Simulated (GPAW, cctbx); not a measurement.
## SrGa6: what bonding does to one electron reflection, worked out

SrGa6, Pm-3m (no. 221), a = 6.0146 Å, b = 6.0146 Å, c = 6.0146 Å, α = 90.00°, β = 90.00°, γ = 90.00°.

```csv
atom,mult.,x,y,z
Sr1,1,0,0,0
Ga1,6,1/2,0.8053,1/2
```

The cell comes from substitution in a known structure type and wasn't matched to any measured phase.

A DFT run (GPAW, PBE, 450 eV, 4×4×4 k-points, Fermi–Dirac width 0.1 eV) gives the static X-ray structure factor of 010 as 62.505 e for the conventional cell; superposed free atoms give 61.893 e. **Problem.** Find the Fourier component V of the crystal potential and the two-beam extinction distance at 120 kV in both cases.

## 1. Geometry

The cell volume is Ω = 217.58 Å³ and d(010) = 6.0146 Å, so g = 1/d = 0.1663 Å⁻¹.

## 2. The nuclei

Electrons feel nuclei as well as electrons, so the nuclear charges are summed with the same phases.

Phase sums Σ exp(2πi h·x), turned so that the total is real and positive: Sr -1.000, Ga +3.319. Then F_Z = 38 × (-1.000) + 31 × (+3.319) = 64.89 e. The electron term has the same sign for this reflection.

## 3. Mott–Bethe

Poisson's equation, term by term, gives V = (e/4πε₀)(F_Z − F)/(πΩg²), with e/4πε₀ = 14.3996 V Å.

The prefactor is 14.3996 × 6.0146²/(π × 217.58) = 0.76208 V per electron. Free atoms: (64.89 − 61.893) × 0.76208 = 2.287 V. Crystal: (64.89 − 62.505) × 0.76208 = 1.821 V. F changes by +0.99 % and V by -20.4 %: the same 0.61 e is measured against F_Z − F = 3.0 e in place of F = 61.9 e.

## 4. Extinction distance

In the two-beam case ξ = 1/(λU) with U = 2γm₀eV/h², that is ξ = 150.41 V Å²/(γλV).

At 120 kV, λ = 0.03349 Å and γ = 1.2348. Free atoms: ξ = 1590 Å. Crystal: ξ = 1997 Å. The thickness fringes go as sin²(πt/ξ), so the two patterns slip by a quarter of a period when t|1/ξ₁ − 1/ξ₀| = 1/4, at t ≈ 195 nm. Thermal motion, absorption and many-beam coupling, left out here, change a real pattern.

## 5. Answer

V(010) is 1.82 V against 2.29 V, and ξ is 1997 against 1590 Å. Limits: static atoms, two beams.

[Outputs are excerpts: Python notices, other lines and further rows are left out; steps that failed or that the build refused (PBEsol, TPSS) are not shown.]

[Logs are printed without paths, hosts, clocks, repeated set-up lines and the standing remarks that a program may print on its own settings, such as how far it seeks lower states.]
